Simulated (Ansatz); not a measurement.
# MgB2 (P6/mmm): a Bloch–Grüneisen fit of the computed resistivity

Aim: condense the phonon-limited resistivity of MgB2 (P6/mmm) into a transport Debye temperature and an amplitude, and test the fit on a temperature held back.

The resistivities were computed with Ansatz 0.2.0 (DFT PBE, scalar-relativistic, plane waves, PAW; PAW set soft_1) from the linearised Boltzmann equation with harmonic phonons, on q 6×6×4, k 18×18×16, scattering 30×30×20; the fit below is done by hand on them.

### Step 1. The data

It takes space group P6/mmm (No. 191, hexagonal). The conventional cell has a = 3.078 Å, b = 3.078 Å, c = 3.515 Å, α = 90.00°, β = 90.00°, γ = 120.00°. Mg on site a is surrounded by 12 B at 2.50 Å. B on site d is surrounded by 3 B at 1.78 Å and 6 Mg at 2.50 Å.

This is the relaxed cell of the run, from steps not shown here.

The mean resistivity of the three axes from 50 to 800 K, with one row held back; the colder rows stay outside the fit and test it at the end:

```csv
T (K),ρ (μΩ cm)
50,0.008796
80,0.08302
100,0.2117
150,0.9497
200,2.326
273,?
300,6.341
400,10.91
500,15.43
600,19.79
800,28.14
```

### Step 2. The fit

Bloch and Grüneisen's form is ρ(T) = A (T/Θ)⁵ J₅(Θ/T), with J₅(z) the integral of x⁵/((eˣ − 1)(1 − e⁻ˣ)) from 0 to z. It goes as T⁵ far below Θ and as A T/(4Θ) far above. For a trial Θ the best A is the geometric mean of ρ/[(T/Θ)⁵ J₅] over the rows, and the scatter of that ratio measures the fit:

```csv
Θ (K),A (μΩ cm),scatter (%)
552,37.50,69.4
736,72.85,32.7
828,98.38,17.3
920,130.6,8.5
1012,170.7,16.3
1150,248.7,33.7
1380,440.5,59.6
```

The scatter is least at Θ = 920 K, with A = 130.6 μΩ cm (8.5 % r.m.s.).

```csv
T (K),computed,fit
50,0.008796,0.007702
80,0.08302,0.07862
100,0.2117,0.2218
150,0.9497,1.105
200,2.326,2.647
300,6.341,6.586
400,10.91,10.73
500,15.43,14.79
600,19.79,18.74
800,28.14,26.40
```

### Step 3. The row held back

At T = 273 K, Θ/T = 3.370, J₅ = 18.23 and (T/Θ)⁵ = 0.002301, so the fit gives 5.475 μΩ cm. The computed value is 5.156 μΩ cm: the fit is off by +6.19 %. Outside its range, at 20 K, it gives 7.9e-5 against 4.5e-5 μΩ cm computed, 1.77 times that; at that temperature the run's own test moves by 25 % between meshes in the component that moves most. Among the rows used, the largest miss is +16.3 %, at 150 K.

### Step 4. Reading Θ and A

Θ = 920 K is 1.32 times ħω_log/k_B (700 K) and 0.76 of the highest phonon frequency (1208 K). The high-temperature slope of the fit, A/(4Θ), is 0.0355 μΩ cm/K. The same slope from the run's transport coupling and plasma energy, 2π k_B λ_tr/(ħ ε₀ ω_p²) with λ_tr = 0.574, 0.574, 0.413 (xx, yy, zz) and ħω_p = 7.15, 7.15, 6.78 (xx, yy, zz) eV, is 0.0422 μΩ cm/K in the mean of the axes, +18.9 % from it. For comparison, the computed rows rise by 0.0418 μΩ cm/K between the two hottest.

### Step 5. Outcome

- Θ: 920 K
- A: 130.6 μΩ cm
- scatter of the fit: 8.5 %
- held-back row at 273 K, fit against computed: 5.475 against 5.156 μΩ cm

Two numbers, Θ = 920 K and A = 131 μΩ cm, hold the computed ρ(T) from 50 to 800 K within 8.54 % r.m.s. and predict the held-back row within 6.19 %. At 20 K, outside the rows fitted, it gives 1.77 times the computed value. The misses are not random: the largest is +16.3 %, at 150 K. So large a scatter means that the form does not describe this metal. By the run's own test the resistivity at 300 K moves by 4 % between its two finest scattering meshes, in the component that moves most. The fit describes the calculation: impurities, thermal expansion, changes of phase and anharmonicity are in neither.

[Logs are printed without paths, hosts, clocks, repeated set-up lines and the standing remarks that a program may print on its own settings, such as how far it seeks lower states.]

[Hosts, paths, dates, database ids (printed as entryN), source tags and the programs' standing remarks are cut or masked in the printed files.]
